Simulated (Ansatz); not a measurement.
# Core levels in a random alloy: Al22Cd5 (Cd on 19 % of the Al sites, one arrangement)

Aim: core-level shifts of both metals in Al22Cd5 (Cd on 19 % of the Al sites, one arrangement), site by site. Spin–orbit coupling is left out of the bands throughout.

Program: Ansatz 0.2.0. Level of theory: DFT, PBE, plane-wave PAW, default files, scalar-relativistic. Results are calculated unless marked as measured.

Most raw output is cut from this account.

**1. The starting structure**

The cell holds 27 atoms: 5 Cd and 22 Al. Cell: a = 8.779 Å, b = 8.779 Å, c = 8.779 Å, α = 60.0°, β = 60.0°, γ = 60.0°. It derives from Al and Cd. How the cell was made: random alloy; site: Al; solute: Cd; fraction 0.1852; sites picked by the rule 'random', which a small cell need not show; lattice typed at the start.

**2. Relaxing the atoms**

Atoms near a foreign or missing neighbour move off the ideal sites, so they are relaxed first.

File input.yaml:

```yaml
crystal:
  lattice:
    - [0.0, 6.2080407551, 6.2080407551]
    - [6.2080407551, 0.0, 6.2080407551]
    - [6.2080407551, 6.2080407551, 0.0]
  atoms:
    - { symbol: Cd, position: [0.0, 0.0, 0.0] }
    - { symbol: Al, position: [0.0, 0.0, 0.3333333333] }
    - { symbol: Al, position: [0.0, 0.0, 0.6666666667] }
    - { symbol: Al, position: [0.0, 0.3333333333, 0.0] }
    - { symbol: Al, position: [0.0, 0.3333333333, 0.3333333333] }
    - { symbol: Al, position: [0.0, 0.3333333333, 0.6666666667] }
    - { symbol: Al, position: [0.0, 0.6666666667, 0.0] }
    - { symbol: Al, position: [0.0, 0.6666666667, 0.3333333333] }
[... 15 atom lines left out ...]
    - { symbol: Al, position: [0.6666666667, 0.3333333333, 0.6666666667] }
    - { symbol: Al, position: [0.6666666667, 0.6666666667, 0.0] }
    - { symbol: Al, position: [0.6666666667, 0.6666666667, 0.3333333333] }
    - { symbol: Al, position: [0.6666666667, 0.6666666667, 0.6666666667] }
kpoints:
  mp_grid: { grid: [4, 4, 4] }
scf:
  occupations: { method: fermi_dirac, width: 0.08 }
  n_extra_bands: 27
hamiltonian:
  xc: pbe
  pseudopotentials: { kind: paw }
output:
  forces: true
relax:
  f_tol: 0.04
  max_steps: 35
  cell: {}
```

Launch:

```sh
$ ansatz run input.yaml --threads 4 --pin off --max-ram 14336MiB --backend cpu --events-out ev --progress --plain --runs-dir out
```

It took 4.1 min on 4 threads of Arm Neoverse V1, shared host; peak memory 2.2 GiB.

Step by step:

| step | energy less that of the first step (eV) | largest force component (eV/Å) | pressure (GPa) | volume (Å³) |
| --- | --- | --- | --- | --- |
| 1 | 0.0000 | 0.6157 | 0.68 | 478.51 |
| 2 | -0.1962 | 0.4927 | -0.17 | 486.90 |
| 3 | -0.3708 | 0.0647 | -0.26 | 484.61 |
| 4 | -0.3779 | 0.0247 | 0.17 | 481.74 |
| 5 | -0.3785 | 0.0052 | -0.02 | 483.00 |
| 6* | -0.3804 | 0.0052 | -0.01 | 483.00 |

Relaxation steps marked * repeat the geometry before them on a plane-wave basis chosen anew for their cell, so energy and pressure can jump there.

| cell as run | before | after | change |
| --- | --- | --- | --- |
| a (Å) | 8.779 | 8.778 | -0.0 % |
| b (Å) | 8.779 | 8.772 | -0.1 % |
| c (Å) | 8.779 | 8.813 | +0.4 % |
| α (°) | 60.00 | 59.91 | -0.2 % |
| β (°) | 60.00 | 60.18 | +0.3 % |
| γ (°) | 60.00 | 60.79 | +1.3 % |
| volume (Å³/atom) | 17.72 | 17.89 | +0.9 % |

The atoms that moved most (Å, as changes of fractional coordinates times the final cell):

| atom | dx | dy | dz | length |
| --- | --- | --- | --- | --- |
| Al20 | -0.009 | 0.034 | -0.122 | 0.127 |
| Al3 | -0.098 | 0.027 | 0.069 | 0.123 |
| Al2 | -0.032 | 0.098 | 0.030 | 0.107 |
| Al24 | 0.041 | -0.059 | 0.079 | 0.107 |
| Al15 | 0.071 | -0.061 | -0.016 | 0.095 |
| Al14 | 0.050 | -0.053 | -0.061 | 0.094 |
| Al4 | -0.003 | 0.037 | 0.081 | 0.089 |
| Al6 | -0.038 | -0.040 | 0.058 | 0.080 |

This step gave:

```
free energy             : -53095.0311 eV
energy at zero smearing : -53094.9201 eV
smearing term TS        : 0.2222 eV
Fermi energy            : 9.234 eV
symmetry operations     : 1
pressure                : -0.01330 GPa
```

The relaxation ends with a largest force component of 0.0052 eV/Å and a pressure of -0.01 GPa.

**3. Valence states**

First the ground state, then the DOS by atom and shell, which the cross sections turn into spectra.

File input.yaml:

```yaml
crystal:
  lattice:
    - [-0.0403475937, 6.2425092215, 6.1713303193]
    - [6.2502502852, -0.0244238546, 6.1554065801]
    - [6.2435539154, 6.2198891126, -0.0177274848]
  atoms:
    - { symbol: Cd, position: [0.004050444, -0.0038919064, 0.0005657719] }
    - { symbol: Al, position: [0.0127823002, -0.0079217482, 0.3362625251] }
    - { symbol: Al, position: [0.0154939601, -0.0042871863, 0.6554315974] }
    - { symbol: Al, position: [0.0097322573, 0.3366784145, -0.0037296219] }
    - { symbol: Al, position: [0.0046450852, 0.333190857, 0.3329647322] }
    - { symbol: Al, position: [0.0044294858, 0.3382042635, 0.6557607796] }
    - { symbol: Al, position: [0.0068960841, 0.6572073584, -0.0006084543] }
    - { symbol: Al, position: [9.95339e-05, 0.6611910795, 0.3386343204] }
[... 15 atom lines left out ...]
    - { symbol: Al, position: [0.66504214, 0.3476944733, 0.6588393877] }
    - { symbol: Al, position: [0.6689265075, 0.66557945, -0.0003372346] }
    - { symbol: Al, position: [0.6655138531, 0.6660995419, 0.3375196525] }
    - { symbol: Al, position: [0.6679536191, 0.6655534003, 0.6629534505] }
kpoints:
  mp_grid: { grid: [4, 4, 4] }
scf:
  occupations: { method: fermi_dirac, width: 0.08 }
  n_extra_bands: 27
hamiltonian:
  xc: pbe
  pseudopotentials: { kind: paw }
output:
  forces: true
  stress: true
  dos:
    projected:
      site_lists:
        Cd: [0, 18, 20, 21, 22]
        Al: [1, 2, 3, 4, 5, 6, 7, 8, 9, 10, 11, 12, 13, 14, 15, 16, 17, 19, 23, 24, 25, 26]
    de: 0.05
    e_range: [-30, 12]
    method: { smearing: { sigma: 0.1, scheme: gaussian } }
  eigenstates:
    kpoints:
      - [0.0, 0.0, 0.0]
      - [0.25, 0.0, 0.25]
      - [0.5, 0.0, 0.5]
      - [-0.25, 0.0, -0.25]
      - [-0.3125, 0.375, -0.3125]
      - [-0.125, -0.25, -0.125]
      # [... 14 more points ...]
      - [-0.5, 0.375, -0.125]
      - [-0.5, 0.1875, -0.3125]
    e_range: [-9.0, 3.0]
    unfold: { supercell_matrix: [[3, 0, 0], [0, 3, 0], [0, 0, 3]] }
```

Wall time 2.1 min (4 threads); peak memory 2.4 GiB; 8.3 min of CPU time.

This step gave:

| Item | Value |
| --- | --- |
| pressure | -0.01340 GPa |
| zero of energy | Fermi level |
| share of occupied states in no projected shell | 0.0148 of the occupied states in the window |
| DOS at the Fermi level | 10.17 states/eV/cell |

A(k,E), total over k along the path and E. Zero: Fermi level.

Ten even steps from '_' (0.00 eV⁻¹) to '@' (1.81 eV⁻¹), each cell a mean:
```
______________++______::________________________**__==++____
______________..____..==______________..________....--..____
__________++________++..______________--__________++::______
__________..____..__::________________::__________%%++______
________________..====________________..__________++++______
________________++----____________________________++==..____
____________::++**++____________________________..@@::++==::
____________++::**@@____________________==______**..--..--++
____________....==::____________________..______++__--==....
____________--++________________________..____----____--**--
____________==..__________________________....**______..::==
____________________..____________________==++**____________
____________________**____________________==**..____________
__________++______________________________##--______________
__________..______________________________..________________
________________________________________..__________________
______________________==________________==__________________
________==____________--________________..__________________
________::__________________________________________________
________________________..____________++____________________
______--________________++____________::____________________
____..==________________..__________--______________________
```
Columns: k along the path (Å⁻¹) from 0 to 6.79 (not evenly spaced); rows upwards: E (eV) from -8.7 to 2.7.

Peaks of A(k,E) at the labelled points: for each region the eleven nearest the zero at most, each over 6 % of that point's highest, less those above the energy where the solved bands run out; weight and spread sum the levels within three half widths or 0.3 eV, so near peaks share levels. Peaks of the spectral function:

| point | weight on | E (eV) | A (1/eV) | weight near the peak | rms spread of levels (eV) |
| --- | --- | --- | --- | --- | --- |
| Γ | total | -7.62 | 0.078 | 0.05 | 0.122 |
| Γ | total | -6.48 | 0.029 | 0.016 | 0.113 |
| Γ | total | -2.82 | 0.024 | 0.018 | 0.161 |
| Γ | total | -0.26 | 0.027 | 0.018 | 0.181 |
| Γ | total | 1.12 | 0.05 | 0.046 | 0.236 |
| Γ | total | 1.34 | 0.048 | 0.041 | 0.201 |
| X | total | -4.44 | 0.125 | 0.082 | 0.187 |
| X | total | -2.52 | 1.961 | 0.936 | 0.06 |
| X | total | -1 | 1.84 | 0.882 | 0.042 |
| U | total | -3.64 | 0.128 | 0.061 | 0.064 |
| U | total | -1.38 | 1.575 | 0.956 | 0.188 |
| U | total | -0.92 | 1.325 | 0.818 | 0.151 |
| U | total | -0.62 | 1.276 | 1.163 | 0.221 |
| U | total | -0.02 | 1.445 | 0.938 | 0.2 |
| U | total | 0.74 | 0.259 | 0.117 | 0.172 |
| U | total | 1.56 | 0.105 | 0.058 | 0.234 |
| K | total | -3.54 | 0.146 | 0.071 | 0.071 |
| K | total | -1.22 | 2.172 | 1.447 | 0.121 |
| K | total | -0.56 | 0.994 | 0.426 | 0.094 |
| K | total | 0.22 | 1.661 | 0.764 | 0.066 |
| L | total | -4.28 | 1.95 | 1.067 | 0.119 |
| L | total | -3.64 | 0.863 | 0.477 | 0.159 |
| L | total | -3.18 | 1.119 | 0.749 | 0.22 |
| W | total | -0.52 | 2.433 | 1.544 | 0.143 |
| W | total | 0.52 | 1.156 | 0.564 | 0.128 |
| W | total | 1.04 | 2.061 | 1.455 | 0.114 |
| W | total | 1.22 | 2.229 | 1.461 | 0.118 |

The DOS has structure finer than the step of the table below, so its rows give means over 0.5 eV, whole bins alone (the curve runs from -12.3 to 3.48 eV). Peaks (eV: height): total -9.43: 58.3, -9.03: 66.6, -2.33: 17.2, 1.48: 16.9; Al 3p -4.33: 9.40, -2.33: 11.0, -0.53: 9.59, 1.48: 9.49; Cd 4d -9.43: 52.7, -9.03: 61.3; Al 3s -5.92: 3.98, -2.33: 4.61, 0.28: 3.98, 1.48: 4.32; Cd 5s -4.33: 0.921, 0.38: 0.933, 1.77: 0.901, 2.98: 0.958.

* holds the states left over by the projection beside any projected weight of its own. The DOS by E, zero at the Fermi level; means over each step; values in states/eV/cell:

| E (eV) | total | Al 3p | Cd 4d | Al 3s | Cd 5s | Cd 5p* |
| --- | --- | --- | --- | --- | --- | --- |
| -11.5 | 0 | 0 | 0 | 0 | 0 | 0 |
| -11.0 | 0.00217 | 2.4e-5 | 0 | 0.00174 | 4.0e-4 | 0 |
| -10.5 | 0.905 | 0.145 | 0.00280 | 0.623 | 0.133 | 7.2e-4 |
| -10.0 | 5.52 | 1.06 | 2.47 | 1.71 | 0.276 | 0.00734 |
| -9.5 | 45.1 | 2.62 | 39.8 | 2.23 | 0.402 | 0.0481 |
| -9.0 | 53.9 | 2.89 | 48.8 | 1.79 | 0.448 | 0.0505 |
| -8.5 | 8.42 | 2.09 | 4.70 | 1.36 | 0.260 | 0.0188 |
| -8.0 | 6.03 | 3.13 | 0.712 | 1.78 | 0.384 | 0.0245 |
| -7.5 | 4.62 | 2.61 | 0.315 | 1.38 | 0.297 | 0.0253 |
| -7.0 | 8.19 | 4.82 | 0.419 | 2.37 | 0.538 | 0.0483 |
| -6.5 | 3.97 | 2.39 | 0.150 | 1.16 | 0.243 | 0.0292 |
| -6.0 | 8.68 | 5.22 | 0.283 | 2.53 | 0.561 | 0.0784 |
| -5.5 | 7.89 | 4.89 | 0.209 | 2.34 | 0.366 | 0.0768 |
| -5.0 | 5.78 | 3.53 | 0.150 | 1.62 | 0.405 | 0.0752 |
| -4.5 | 9.38 | 5.96 | 0.197 | 2.55 | 0.531 | 0.140 |
| -4.0 | 9.90 | 6.61 | 0.176 | 2.54 | 0.426 | 0.149 |
| -3.5 | 7.25 | 4.70 | 0.133 | 1.89 | 0.370 | 0.161 |
| -3.0 | 8.20 | 5.12 | 0.129 | 2.19 | 0.559 | 0.206 |
| -2.5 | 14.0 | 9.20 | 0.180 | 3.54 | 0.667 | 0.390 |
| -2.0 | 8.64 | 5.53 | 0.104 | 2.31 | 0.384 | 0.314 |
| -1.5 | 7.96 | 5.35 | 0.0948 | 1.79 | 0.372 | 0.352 |
| -1.0 | 9.73 | 5.84 | 0.120 | 2.57 | 0.656 | 0.543 |
| -0.5 | 12.9 | 8.26 | 0.117 | 3.25 | 0.475 | 0.771 |
| 0.0 | 10.6 | 5.78 | 0.100 | 3.23 | 0.633 | 0.902 |
| 0.5 | 9.88 | 5.03 | 0.0889 | 3.02 | 0.747 | 0.995 |
| 1.0 | 10.4 | 6.09 | 0.0692 | 2.59 | 0.538 | 1.14 |
| 1.5 | 15.6 | 8.86 | 0.0881 | 3.87 | 0.776 | 1.97 |
| 2.0 | 11.0 | 6.11 | 0.0597 | 2.73 | 0.612 | 1.48 |
| 2.5 | 11.6 | 6.36 | 0.0568 | 2.80 | 0.604 | 1.74 |
| 3.0 | 13.7 | 7.29 | 0.0515 | 3.10 | 0.830 | 2.39 |

Sums over each group's atoms; a table of it gives point samples, which can step over narrow peaks. Table of DOS of the group by E, zero at the Fermi level; values in states/eV:

| E (eV) | Al: Al 3p | Cd: Cd 4d | Al: Al 3s | Cd: Cd 5s |
| --- | --- | --- | --- | --- |
| -12.28 | 0 | 0 | 0 | 0 |
| -11.68 | 0 | 0 | 0 | 0 |
| -11.07 | 0 | 0 | 0 | 0 |
| -10.47 | 0.174 | 0.00248 | 0.826 | 0.178 |
| -9.88 | 1.24 | 2.91 | 1.84 | 0.297 |
| -9.07 | 3.11 | 58.0 | 1.90 | 0.466 |
| -8.47 | 1.56 | 0.695 | 1.06 | 0.147 |
| -7.88 | 3.19 | 0.549 | 1.82 | 0.280 |
| -7.28 | 4.55 | 0.509 | 2.31 | 0.550 |
| -6.67 | 1.96 | 0.121 | 0.951 | 0.167 |
| -6.08 | 5.05 | 0.282 | 2.48 | 0.561 |
| -5.47 | 6.70 | 0.287 | 3.25 | 0.458 |
| -4.88 | 3.08 | 0.130 | 1.42 | 0.337 |
| -4.08 | 8.40 | 0.241 | 3.45 | 0.520 |
| -3.48 | 5.44 | 0.163 | 2.15 | 0.415 |
| -2.88 | 4.36 | 0.0930 | 1.54 | 0.385 |
| -2.27 | 10.3 | 0.194 | 4.41 | 0.800 |
| -1.68 | 4.80 | 0.0914 | 1.74 | 0.326 |
| -1.07 | 6.55 | 0.146 | 2.83 | 0.842 |
| -0.47 | 9.29 | 0.122 | 3.35 | 0.488 |
| -0.07 | 5.29 | 0.0919 | 3.12 | 0.589 |
| 0.12 | 6.05 | 0.104 | 3.28 | 0.704 |
| 0.93 | 4.80 | 0.0600 | 2.02 | 0.380 |
| 1.52 | 9.26 | 0.0933 | 4.11 | 0.769 |
| 2.12 | 4.35 | 0.0405 | 1.99 | 0.392 |
| 2.73 | 6.32 | 0.0532 | 2.90 | 0.760 |
| 3.33 | 7.80 | 0.0520 | 2.43 | 0.641 |

This run's widths, added to any smearing of the DOS itself: Gaussian 0.1 eV, Lorentzian 0.2 eV plus 0.03 an eV of depth. The intensity by binding energy, zero at the Fermi level; values in % of the maximum within 13 eV:

| binding energy (eV) | 21.2 eV | 40.8 eV | 1486.7 eV | 2150 eV | 5414.7 eV |
| --- | --- | --- | --- | --- | --- |
| -1.0 | 0.268 | 0.158 | 0.175 | 0.188 | 0.280 |
| -0.5 | 0.463 | 0.227 | 0.266 | 0.293 | 0.486 |
| 0.0 | 2.91 | 0.977 | 1.33 | 1.55 | 3.13 |
| 0.5 | 5.68 | 1.98 | 2.46 | 2.85 | 5.62 |
| 1.0 | 4.70 | 1.72 | 2.25 | 2.63 | 5.39 |
| 1.5 | 3.79 | 1.49 | 1.79 | 2.05 | 3.98 |
| 2.0 | 4.17 | 1.62 | 1.99 | 2.28 | 4.39 |
| 2.5 | 5.84 | 2.31 | 2.82 | 3.24 | 6.29 |
| 3.0 | 4.13 | 1.73 | 2.16 | 2.48 | 4.83 |
| 3.5 | 3.91 | 1.73 | 2.06 | 2.33 | 4.28 |
| 4.0 | 4.72 | 2.12 | 2.48 | 2.79 | 5.04 |
| 4.5 | 4.70 | 2.18 | 2.60 | 2.92 | 5.25 |
| 5.0 | 3.81 | 1.92 | 2.28 | 2.53 | 4.37 |
| 5.5 | 4.71 | 2.41 | 2.81 | 3.09 | 5.16 |
| 6.0 | 5.06 | 2.78 | 3.22 | 3.52 | 5.75 |
| 6.5 | 4.16 | 2.68 | 2.97 | 3.17 | 4.62 |
| 7.0 | 6.05 | 4.07 | 4.47 | 4.74 | 6.72 |
| 7.5 | 6.70 | 5.30 | 5.59 | 5.79 | 7.20 |
| 8.0 | 11.5 | 10.1 | 10.4 | 10.6 | 12.0 |
| 8.5 | 30.5 | 29.6 | 29.8 | 30.0 | 30.8 |
| 9.0 | 95.1 | 95.1 | 95.1 | 95.1 | 95.1 |
| 9.5 | 82.1 | 81.7 | 81.8 | 81.9 | 82.2 |
| 10.0 | 24.1 | 23.1 | 23.4 | 23.6 | 24.5 |
| 10.5 | 7.74 | 7.23 | 7.40 | 7.49 | 8.04 |
| 11.0 | 3.64 | 3.49 | 3.53 | 3.56 | 3.71 |
| 11.5 | - | 2.07 | 2.09 | 2.10 | 2.18 |
| 12.0 | - | 1.38 | 1.39 | 1.40 | 1.44 |

Maxima picked by a test of local sharpness, so broad peaks and shoulders can be missing; peaks within 0.45 eV of a curve's cut are left out. Valence peaks, by row:

| photon energy (eV) | binding energy (eV) | height (% of the maximum within 13 eV) | main shell | its share (%) |
| --- | --- | --- | --- | --- |
| 21.2 | 9.15 | 100 | Cd 4d | 97.64 |
| 21.2 | 5.95 | 5.151 | Al 3s | 48.57 |
| 21.2 | 4.25 | 5.446 | Al 3s | 55.36 |
| 21.2 | 3.2 | 4.514 | Al 3s | 57.38 |
| 21.2 | 2.35 | 6.297 | Al 3s | 58.35 |
| 21.2 | 0.5 | 5.708 | Al 3s | 55.21 |
| 40.8 | 9.15 | 100 | Cd 4d | 99.32 |
| 1487 | 9.15 | 100 | Cd 4d | 98.89 |
| 2150 | 9.15 | 100 | Cd 4d | 98.65 |
| 5415 | 9.15 | 100 | Cd 4d | 96.89 |
| 5415 | 5.95 | 5.837 | Al 3s | 45.95 |
| 5415 | 4.3 | 6.023 | Al 3s | 53.21 |
| 5415 | 3.2 | 5.263 | Al 3s | 52.75 |
| 5415 | 2.35 | 6.799 | Al 3s | 57.93 |
| 5415 | 0.5 | 5.635 | Al 3s | 59.95 |

The intensity has structure finer than the step of the table below, so its rows give means over 0.5 eV, whole bins alone (the curve runs from -12.3 to 1.38 eV). Peaks (eV: height): Al K-beta -4.22: 84.1, -2.42: 99.8, -0.53: 87.8; Al K-beta, E along x -4.22: 83.9, -2.42: 99.5, -0.62: 87.7; Al K-beta, E along y -4.22: 84.0, -2.42: 99.0, -0.53: 87.8; Al K-beta, E along z -4.12: 84.5, -2.33: 101, -0.53: 87.8; Al L2,3 -4.22: 78.5, -3.23: 65.0, -2.33: 99.4, -0.42: 82.5.

Shapes are the site's partial DOS without matrix elements, which overweights lines from ligand s bands. Table of intensity by emission energy less the core level's binding energy, zero at the Fermi level; means over each step; values in % of the unpolarised maximum:

| emission energy less the core level's binding energy (eV) | Al K-beta | Al K-beta, E along x | Al K-beta, E along y | Al K-beta, E along z | Al L2,3 |
| --- | --- | --- | --- | --- | --- |
| -12.0 | 1.92 | 1.92 | 1.92 | 1.92 | 1.02 |
| -11.5 | 2.63 | 2.63 | 2.63 | 2.63 | 1.66 |
| -11.0 | 4.12 | 4.13 | 4.12 | 4.10 | 3.91 |
| -10.5 | 8.09 | 8.12 | 8.12 | 8.04 | 16.8 |
| -10.0 | 16.9 | 16.9 | 17.0 | 16.8 | 37.6 |
| -9.5 | 27.8 | 27.8 | 27.7 | 27.7 | 47.3 |
| -9.0 | 32.2 | 32.3 | 32.5 | 31.8 | 41.3 |
| -8.5 | 33.0 | 33.1 | 33.0 | 32.9 | 35.7 |
| -8.0 | 36.9 | 36.8 | 36.7 | 37.3 | 39.8 |
| -7.5 | 41.0 | 41.0 | 41.0 | 41.0 | 37.1 |
| -7.0 | 49.7 | 49.4 | 49.3 | 50.3 | 50.8 |
| -6.5 | 47.4 | 47.5 | 47.2 | 47.6 | 36.3 |
| -6.0 | 58.4 | 58.2 | 57.9 | 59.2 | 56.2 |
| -5.5 | 61.4 | 61.3 | 60.9 | 62.1 | 56.1 |
| -5.0 | 57.7 | 57.4 | 57.2 | 58.5 | 43.1 |
| -4.5 | 72.5 | 72.9 | 72.5 | 72.1 | 60.5 |
| -4.0 | 78.0 | 77.1 | 77.3 | 79.6 | 60.3 |
| -3.5 | 69.6 | 70.0 | 69.3 | 69.4 | 48.4 |
| -3.0 | 76.4 | 76.7 | 76.4 | 76.0 | 54.8 |
| -2.5 | 95.2 | 95.4 | 94.8 | 95.3 | 81.4 |
| -2.0 | 80.9 | 79.5 | 79.4 | 83.8 | 58.7 |
| -1.5 | 73.9 | 73.2 | 72.7 | 75.6 | 45.8 |
| -1.0 | 78.8 | 77.3 | 77.6 | 81.1 | 62.9 |
| -0.5 | 83.2 | 82.8 | 82.9 | 83.2 | 78.8 |
| 0.0 | 44.1 | 43.7 | 43.4 | 42.1 | 39.7 |
| 0.5 | 12.3 | 12.1 | 12.1 | 11.8 | 0.786 |
| 1.0 | 5.75 | 5.69 | 5.68 | 5.66 | 0.450 |

Window up to 3.5 eV. Shell moments, by row:

| element | shell | occupied states an atom | centre of occupied part (eV) | rms width of occupied part (eV) | centre up to the window's top (eV) | rms width up to the window's top (eV) |
| --- | --- | --- | --- | --- | --- | --- |
| Al | 3s | 1.024 | -4.711 | 3.025 | -2.659 | 3.942 |
| Al | 3p | 2.153 | -4.09 | 2.698 | -2.122 | 3.605 |
| Cd | 5s | 0.9027 | -4.785 | 2.974 | -2.498 | 3.988 |
| Cd | 5p* | 0.3918 | -2.252 | 2.172 | 0.9963 | 2.329 |
| Cd | 4d | 9.921 | -9.069 | 0.8879 | -9.017 | 1.16 |

[end of part 1 of 2]

[Logs are printed without paths, hosts, clocks, repeated set-up lines and the standing remarks that a program may print on its own settings, such as how far it seeks lower states.]

[Hosts, paths, dates, database ids (printed as entryN), source tags and the programs' standing remarks are cut or masked in the printed files.]

[Maps of the electrostatic potential energy from Ansatz leave out the sawtooth potential of an applied field or a dipole correction, so their vacuum need not be flat; work functions include it.]
